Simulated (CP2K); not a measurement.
Methyl acrylate has these distinct O atoms: O2 (bonded to 2 C) and O4 (bonded to C).

```xyz
12

C     2.1068    0.1862   -0.0872
O     0.6746    0.3724   -0.2004
C    -0.0776   -0.6298    0.3444
O     0.4057   -1.6164    0.8854
C    -1.5367   -0.4041    0.2181
C    -2.1082    0.6498   -0.3779
H     2.4037    0.1399    0.9683
H     2.4146   -0.7414   -0.5858
H     2.5507    1.0578   -0.5769
H    -2.1323   -1.1990    0.6667
H    -1.5085    1.4409   -0.8265
H    -3.1927    0.7437   -0.4281
```

Their partial O K spectra (CP2K XAS_TDP, all-electron GAPW, PBEh(45%), aug-cc-pVDZ, TDA, GW2X-corrected core level, no relativity) are given in random order, each times the number of alike atoms.

Gaussian full width 0.5 eV, oscillator strength per eV, alike atoms added, rows of zeros left out:

| E (eV) | curve 1 | curve 2 |
| --- | --- | --- |
| 531.00 | 0.001 | 0.000 |
| 531.25 | 0.015 | 0.000 |
| 531.50 | 0.058 | 0.000 |
| 531.75 | 0.057 | 0.000 |
| 532.00 | 0.014 | 0.000 |
| 532.25 | 0.001 | 0.000 |
| 534.25 | 0.000 | 0.002 |
| 534.50 | 0.000 | 0.013 |
| 534.75 | 0.000 | 0.022 |
| 535.00 | 0.000 | 0.009 |
| 535.25 | 0.000 | 0.001 |
| 536.00 | 0.001 | 0.000 |
| 536.25 | 0.001 | 0.000 |
| 536.50 | 0.003 | 0.004 |
| 536.75 | 0.009 | 0.027 |
| 537.00 | 0.008 | 0.043 |
| 537.25 | 0.004 | 0.023 |
| 537.50 | 0.002 | 0.006 |
| 537.75 | 0.003 | 0.003 |
| 538.00 | 0.005 | 0.014 |
| 538.25 | 0.006 | 0.023 |
| 538.50 | 0.007 | 0.011 |
| 538.75 | 0.009 | 0.008 |
| 539.00 | 0.010 | 0.017 |
| 539.25 | 0.008 | 0.017 |
| 539.50 | 0.004 | 0.021 |
| 539.75 | 0.008 | 0.037 |
| 540.00 | 0.012 | 0.043 |
| 540.25 | 0.011 | 0.029 |
| 540.50 | 0.014 | 0.013 |
| 540.75 | 0.011 | 0.008 |
| 541.00 | 0.012 | 0.011 |
| 541.25 | 0.020 | 0.014 |
| 541.50 | 0.024 | 0.017 |
| 541.75 | 0.016 | 0.019 |

Question: Which curve belongs to which atom?

Curve 1: O4 (bonded to C), leading line at 531.62 eV (f = 0.036 an atom), ionisation energy 537.55 eV, term value 5.93 eV. Curve 2: O2 (bonded to 2 C), leading line at 534.72 eV (f = 0.012 an atom), ionisation energy 539.01 eV, term value 4.29 eV. The leading line of an atom is its first one with 35 % of the strongest within 2.5 eV of its lowest line over the strength cut. A line lies at the core ionisation energy, which rises as an atom loses charge to its neighbours or to a π system, less the term value, which is large for a low π* or σ* orbital with weight on that atom.

[Banner, clock and machine lines of the logs are left out without a mark of their own.]

[Logs are printed without paths, hosts, clocks, repeated set-up lines and the standing remarks that a program may print on its own settings, such as how far it seeks lower states.]

[Hosts, paths, dates, database ids (printed as entryN), source tags and the programs' standing remarks are cut or masked in the printed files.]
